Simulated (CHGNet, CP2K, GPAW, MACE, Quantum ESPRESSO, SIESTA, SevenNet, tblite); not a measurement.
# CP2K runs on random packing of Si51C37H13 (at. %) (71 atoms), part 3 of 3

Aim: run random packing of Si51C37H13 (at. %) (71 atoms) in CP2K and see how near its forces come to a plane-wave reference, and at what cost.

Program: CP2K 2026.2; the method stands at each step. Banners, paths, timers and routine set-up lines are dropped from the logs unmarked, and long logs keep their key lines alone; longer cuts are marked.

So far. Step 6 (PBE, DZVP-UZH, 450/30 Ry, diagonalisation): Against the first run (4.8 %), the force difference from the reference is 4.8 %, at 0.79 times the CPU time: the change moves forces by 0.13 meV/Å r.m.s., so most of the difference comes from elsewhere.

### 7. RPBE, PBE potentials, DZVP-UZH, 450/50 Ry, diagonalisation

Method: Kohn-Sham DFT, RPBE, GTH-PBE pseudopotentials, Gaussian and plane waves, DZVP-MOLOPT (UZH set), diagonalisation.

input.inp

```
&GLOBAL
  PROJECT cell
  RUN_TYPE ENERGY_FORCE
  PRINT_LEVEL LOW
&END GLOBAL
&FORCE_EVAL
  METHOD QS
  STRESS_TENSOR ANALYTICAL
  &DFT
    BASIS_SET_FILE_NAME BASIS_MOLOPT_UZH
    POTENTIAL_FILE_NAME POTENTIAL_UZH
    &MGRID
      CUTOFF 450
      REL_CUTOFF 50
    &END MGRID
    &QS
      EPS_DEFAULT 1.0E-12
    &END QS
    &SCF
      SCF_GUESS ATOMIC
      EPS_SCF 5.0E-06
      MAX_SCF 200
      ADDED_MOS 30
      &DIAGONALIZATION
        ALGORITHM STANDARD
      &END DIAGONALIZATION
      &SMEAR ON
        METHOD FERMI_DIRAC
        ELECTRONIC_TEMPERATURE [K] 580
      &END SMEAR
      &MIXING
        METHOD BROYDEN_MIXING
        ALPHA 0.15
        NBROYDEN 12
      &END MIXING
      &PRINT
        &RESTART OFF
        &END RESTART
      &END PRINT
    &END SCF
    &XC
      &XC_FUNCTIONAL
        &GGA_X_RPBE
        &END GGA_X_RPBE
        &GGA_C_PBE
        &END GGA_C_PBE
      &END XC_FUNCTIONAL
    &END XC
    &PRINT
      &MULLIKEN ON
      &END MULLIKEN
      &HIRSHFELD ON
        SHAPE_FUNCTION DENSITY
      &END HIRSHFELD
      &MO ON
        EIGENVALUES T
        OCCUPATION_NUMBERS T
        MO_INDEX_RANGE 118 141
        &EACH
          QS_SCF 0
        &END EACH
        ADD_LAST NUMERIC
      &END MO
    &END PRINT
  &END DFT
  &SUBSYS
    &CELL
      A 9.92950 0.00000 0.00000
      B 0.00000 9.92950 0.00000
      C 0.00000 0.00000 9.92950
    &END CELL
    &COORD
      SCALED
[... 71 atom lines left out: the same atoms as in the first run ...]
    &END COORD
    &KIND Si
      BASIS_SET DZVP-MOLOPT-PBE-GTH-q4
      POTENTIAL GTH-PBE-q4
    &END KIND
    &KIND C
      BASIS_SET DZVP-MOLOPT-PBE-GTH-q4
      POTENTIAL GTH-PBE-q4
    &END KIND
    &KIND H
      BASIS_SET DZVP-MOLOPT-PBE-GTH-q1
      POTENTIAL GTH-PBE-q1
    &END KIND
  &END SUBSYS
  &PRINT
    &FORCES ON
    &END FORCES
    &STRESS_TENSOR ON
    &END STRESS_TENSOR
  &END PRINT
&END FORCE_EVAL
```

On the command line:

```bash
OMP_NUM_THREADS=1 mpirun -np 4 cp2k.psmp -i input.inp > output.txt
```

Numbers of over 12 decimals in the logs are rounded to 6 here.

Output:

```text
CP2K| version string:                                       CP2K version 2026.2
 CP2K| Input file name                                                 input.inp
 GLOBAL| Basis set file name                                    BASIS_MOLOPT_UZH
 GLOBAL| Potential file name                                       POTENTIAL_UZH
 GLOBAL| Run type                                                   ENERGY_FORCE
 GLOBAL| Total number of message passing processes                             4
 GLOBAL| Number of threads for this process                                    1
 TOTAL NUMBERS AND MAXIMUM NUMBERS
  Total number of            - Atomic kinds:                                   3
                             - Atoms:                                         71
[... lines left out ...]
                        Smear method:                                FERMI_DIRAC
[... lines left out ...]
 Number of electrons:                                                        257
[... lines left out ...]
  Step     Update method      Time    Convergence         Total energy    Change
[... lines left out ...]
  *** SCF run converged in    20 steps ***
[... lines left out ...]
  Fermi energy:                                                 0.194233
  Total energy:                                              -289.838420
  Total energy (extrapolated to T->0):                       -289.833777
[... lines left out ...]
 MO| E(Fermi):            0.194233 a.u.          5.285357 eV
[... lines left out ...]
 !-----------------------------------------------------------------------------!
 !-----------------------------------------------------------------------------!
                           Hirshfeld Charges
  #Atom  Element  Kind  Ref Charge     Population                    Net charge
      1       Si     1       4.000          4.030                        -0.030
      2       Si     1       4.000          3.921                         0.079
      3       Si     1       4.000          3.917                         0.083
[...]
70       H      3       1.000          0.988                         0.012
     71       H      3       1.000          1.045                        -0.045
  Total Charge                                                           -0.000
 !-----------------------------------------------------------------------------!
 ENERGY| Total FORCE_EVAL ( QS ) energy [hartree]           -289.838451
 FORCES| Atomic forces [hartree/bohr]
 FORCES|   Atom     x               y               z               |f|
 FORCES|      1 -1.43821746E-02 -3.97193914E-02  3.91707995E-02   5.76092747E-02
 FORCES|      2  2.25609767E-02 -4.98895449E-02  4.59173511E-02   7.14588517E-02
 FORCES|      3  2.46865489E-02 -9.80274644E-03 -1.29009028E-02   2.95288474E-02
[...]
FORCES|     70 -9.13732963E-03  1.13412773E-02 -7.55357458E-03   1.64064577E-02
 FORCES|     71  4.70009054E-03 -2.23862650E-02  1.04154297E-02   2.51339787E-02
 FORCES| Sum     5.53204823E-06 -8.07918446E-04 -4.05934465E-05
 FORCES| Total atomic force                                       8.08956517E-04
 STRESS| Analytical stress tensor [bar]
 STRESS|                        x                   y                   z
 STRESS|      x       -7.19076587490E+04   6.18871051795E+03  -1.40898683426E+04
 STRESS|      y        6.18871051795E+03  -5.62867644533E+04   8.18240421015E+03
 STRESS|      z       -1.40898683426E+04   8.18240421015E+03  -3.36236187526E+04
 STRESS| 1/3 Trace                                            -5.39393473183E+04
```

The job ended after 2 min (4 MPI ranks of Arm Neoverse V1, shared host; peak memory 2.9 GiB; 7.9 min of CPU time).

Against the reference:

| Property | Result |
| --- | --- |
| r.m.s. force component | 1.372 eV/Å |
| r.m.s. difference of force components | 83.78 meV/Å |
| longest difference of force vectors | 359.9 meV/Å |
| force difference over r.m.s. force | 5.961 % |
| slope of forces against the reference's | 0.9745 |
| correlation of force components | 0.9985 |
| pressure | -5.394 GPa |
| pressure difference | 0.8088 GPa |

Against the first run (4.8 %), the force difference from the reference is 6.0 %, at 1.00 times the CPU time; the model has changed, so this is no error of the program alone.

### 8. PBE, DZVP-UZH, 157/50 Ry, diagonalisation

Method: Kohn-Sham DFT, PBE, GTH-PBE pseudopotentials, Gaussian and plane waves, DZVP-MOLOPT (UZH set), diagonalisation.

Edit input.inp of step 7 so:

```diff
@@ -12,3 +12,3 @@
     &MGRID
-      CUTOFF 450
+      CUTOFF 157
       REL_CUTOFF 50
@@ -41,7 +41,3 @@
     &XC
-      &XC_FUNCTIONAL
-        &GGA_X_RPBE
-        &END GGA_X_RPBE
-        &GGA_C_PBE
-        &END GGA_C_PBE
+      &XC_FUNCTIONAL PBE
       &END XC_FUNCTIONAL
@@ -72,3 +68,2 @@
     &COORD
-      SCALED
 [... 71 atom lines left out: the same atoms as in the first run ...]
```

On the command line:

```bash
OMP_NUM_THREADS=2 cp2k.psmp -i input.inp > output.txt
```

Output:

```text
CP2K| version string:                                       CP2K version 2026.2
 CP2K| Input file name                                                 input.inp
 GLOBAL| Basis set file name                                    BASIS_MOLOPT_UZH
 GLOBAL| Potential file name                                       POTENTIAL_UZH
 GLOBAL| Run type                                                   ENERGY_FORCE
 GLOBAL| Total number of message passing processes                             1
 GLOBAL| Number of threads for this process                                    2
[... lines left out ...]
                        Smear method:                                FERMI_DIRAC
[... lines left out ...]
 Number of electrons:                                                        257
[... lines left out ...]
  Step     Update method      Time    Convergence         Total energy    Change
[... lines left out ...]
  *** SCF run converged in    20 steps ***
[... lines left out ...]
  Fermi energy:                                                 0.193871
  Total energy:                                              -289.650214
  Total energy (extrapolated to T->0):                       -289.645567
[... lines left out ...]
 MO| E(Fermi):            0.193871 a.u.          5.275486 eV
[... lines left out ...]
     71       H      3       1.000          1.043                        -0.043
  Total Charge                                                            0.000
 !-----------------------------------------------------------------------------!
 ENERGY| Total FORCE_EVAL ( QS ) energy [hartree]           -289.650253
 FORCES| Atomic forces [hartree/bohr]
 FORCES|   Atom     x               y               z               |f|
 FORCES|      1 -1.40787529E-02 -4.00088454E-02  3.93961487E-02   5.78876112E-02
 FORCES|      2  2.22908394E-02 -5.04536368E-02  4.66061677E-02   7.22120894E-02
 FORCES|      3  2.46691751E-02 -1.05283834E-02 -1.28952010E-02   2.97607336E-02
[...]
FORCES|     70 -2.05524600E-02 -3.76424926E-03 -1.39303621E-02   2.51123112E-02
 FORCES|     71 -9.30216767E-03 -3.13093405E-02 -3.43742669E-03   3.28423664E-02
 FORCES| Sum    -3.30817722E-02  5.33210378E-03 -2.93312702E-02
 FORCES| Total atomic force                                       4.45326666E-02
 STRESS| Analytical stress tensor [bar]
 STRESS|                        x                   y                   z
 STRESS|      x       -7.91430088629E+04   6.07838904765E+03  -1.38796896821E+04
 STRESS|      y        6.07838904765E+03  -6.34821776424E+04   8.36018283599E+03
 STRESS|      z       -1.38796896821E+04   8.36018283599E+03  -4.10946867944E+04
 STRESS| 1/3 Trace                                            -6.12399577665E+04
```

The job ended after 2.7 min (2 threads; peak memory 0.64 GiB; 5.3 min of CPU time).

Numbers from this run, and their distance from the reference:

| Quantity | Value |
| --- | --- |
| r.m.s. force component | 1.393 eV/Å |
| r.m.s. difference of force components | 211.6 meV/Å |
| longest difference of force vectors | 1173 meV/Å |
| force difference over r.m.s. force | 15.06 % |
| slope of forces against the reference's | 0.9797 |
| correlation of force components | 0.9887 |
| pressure | -6.124 GPa |
| pressure difference | 0.0787 GPa |
| energy less the same-level run's | -1.579 meV/atom |
| r.m.s. force difference from the same-level run | 201.6 meV/Å |

This is a coarse setting, run to see what it loses.

Against the first run (4.8 %), the force difference from the reference is 15 %, at 0.67 times the CPU time (on 2 against 4 cores): the grid matters here.

The difference per atom is largest on H (0.96 eV/Å on average, against 0.13 on Si). The forces add up to 2.3 eV/Å instead of zero, usually a sign of too coarse a grid.

### 9. All runs compared

Differences are against the plane-wave reference, forces as r.m.s. over components; share is that over the reference's r.m.s. force, slope the least-squares factor from reference forces to these. Total energies of different programs have different zeros and aren't compared.

```csv
run,"Δ force, r.m.s. (meV/Å)",share (%),slope,Δ pressure (GPa),cores,CPU time,memory (GiB)
reference,-,-,-,-,4,6.5 min,2.4
"CP2K PBE, DZVP-UZH, 450/50 Ry, diagonalisation",67.0,4.77,0.979,-0.0071,4,7.9 min,2.9
"CP2K PBE, TZV2P-UZH, 450/50 Ry, diagonalisation",32.4,2.30,0.983,-0.375,4,21 min,3.5
"CP2K PBE+D3(BJ), DZVP-UZH, 450/50 Ry, diagonalisation",150,10.7,0.948,-1.12,4,7.9 min,3.0
"CP2K PBE, DZVP-UZH, 315/50 Ry, diagonalisation (coarse)",67.1,4.77,0.979,-0.0074,2,6.6 min,1.3
"CP2K PBE, DZVP-UZH, 450/30 Ry, diagonalisation (coarse)",67.0,4.77,0.979,-0.0067,4,6.2 min,2.9
"CP2K RPBE, PBE potentials, DZVP-UZH, 450/50 Ry, diagonalisation",83.8,5.96,0.975,0.809,4,7.9 min,2.9
"CP2K PBE, DZVP-UZH, 157/50 Ry, diagonalisation (coarse)",212,15.1,0.980,0.0787,2,5.3 min,0.64
```

Rows marked coarse were listed beforehand as settings not expected to be converged; some can still land near the reference.

CPU time is summed over cores on a shared host, where runs went side by side, so it is rough. Symmetry, cutoffs, thresholds, outputs and thread counts weren't matched or tuned between programs; memory under MPI is the largest rank's times the ranks.

Mean charges by element (e), by run and scheme:

```csv
run,scheme,Si,C,H
"CP2K PBE, DZVP-UZH, 450/50 Ry, diagonalisation",Mulliken,+0.21,-0.26,-0.09
"CP2K PBE, DZVP-UZH, 450/50 Ry, diagonalisation",Hirshfeld,+0.07,-0.10,-0.02
"CP2K PBE, TZV2P-UZH, 450/50 Ry, diagonalisation",Mulliken,+0.20,-0.21,-0.18
"CP2K PBE, TZV2P-UZH, 450/50 Ry, diagonalisation",Hirshfeld,+0.07,-0.09,-0.02
"CP2K PBE+D3(BJ), DZVP-UZH, 450/50 Ry, diagonalisation",Mulliken,+0.21,-0.26,-0.09
"CP2K PBE+D3(BJ), DZVP-UZH, 450/50 Ry, diagonalisation",Hirshfeld,+0.07,-0.10,-0.02
"CP2K PBE, DZVP-UZH, 315/50 Ry, diagonalisation",Mulliken,+0.21,-0.26,-0.09
"CP2K PBE, DZVP-UZH, 315/50 Ry, diagonalisation",Hirshfeld,+0.07,-0.10,-0.02
"CP2K RPBE, PBE potentials, DZVP-UZH, 450/50 Ry, diagonalisation",Mulliken,+0.22,-0.27,-0.09
"CP2K RPBE, PBE potentials, DZVP-UZH, 450/50 Ry, diagonalisation",Hirshfeld,+0.08,-0.10,-0.02
```

Within one program, basis, potentials and functional, energies share a zero. Each run against its twin at the usual cutoff or grid and solver:

```csv
run,twin,Δ energy (meV/atom),"Δ force, r.m.s. (meV/Å)",CPU time over the twin's
"CP2K PBE, DZVP-UZH, 315/50 Ry, diagonalisation","DZVP-UZH, 450/50 Ry, diagonalisation",0.0059,1.89,0.84 (this twin ran on 4 cores)
"CP2K PBE, DZVP-UZH, 450/30 Ry, diagonalisation","DZVP-UZH, 450/50 Ry, diagonalisation",-0.0012,0.126,0.79
"CP2K PBE, DZVP-UZH, 157/50 Ry, diagonalisation","DZVP-UZH, 450/50 Ry, diagonalisation",-1.58,202,0.67 (this twin ran on 4 cores)
```

### 10. What came out

- nearest in forces: CP2K PBE, TZV2P-UZH, 450/50 Ry, diagonalisation, 2.3 %
- its CPU time: 21 min

In words: The PBE runs in local orbitals, coarse settings apart, differ by 2.3 % (CP2K PBE, TZV2P-UZH, 450/50 Ry, diagonalisation) to 4.8 % (CP2K PBE, DZVP-UZH, 450/50 Ry, diagonalisation); basis, grid and potentials can all enter. Rows with another functional or a dispersion term differ by 6.0 % (CP2K RPBE, PBE potentials, DZVP-UZH, 450/50 Ry, diagonalisation) to 11 % (CP2K PBE+D3(BJ), DZVP-UZH, 450/50 Ry, diagonalisation), which mixes the change of model with differences of basis and potentials, some of them made for another functional. Runs with settings chosen to be coarse differ by 4.8 % (CP2K PBE, DZVP-UZH, 450/30 Ry, diagonalisation) to 15 % (CP2K PBE, DZVP-UZH, 157/50 Ry, diagonalisation), their programs' other errors included. None of the electronic-structure runs in the table takes under half the reference's CPU time of 6.5 min; they take 0.81 to 3.2 times as much. Charges hang on scheme and program or settings: among these rows the mean for C runs from -0.27 to -0.09 e. The reference's pressure holds the uncorrected Pulay stress of its 45 Ry basis, so small pressure differences, and their order, may be the reference's own error. The electron count is odd in these runs, and they have no spin polarisation, so the unpaired electron is spread evenly over both spins. The reference's stress is far from hydrostatic: its diagonal is -8.2, -6.3, -4.1 GPa, compression counted positive. The reference's pressure of -6.2 GPa belongs to a cell and atoms that aren't relaxed at this level. The electronic-structure runs sample only Γ, in a cell whose shortest periodic width is 10 Å, which is coarse for a cell with partly filled levels.

[Also dropped from logs without a mark: logging warnings of Python, and SIESTA's first energy breakdown and zero terms.]

[Logs are printed without paths, hosts, clocks, repeated set-up lines and the standing remarks that a program may print on its own settings, such as how far it seeks lower states.]

[Hosts, paths, dates, database ids (printed as entryN), source tags and the programs' standing remarks are cut or masked in the printed files.]
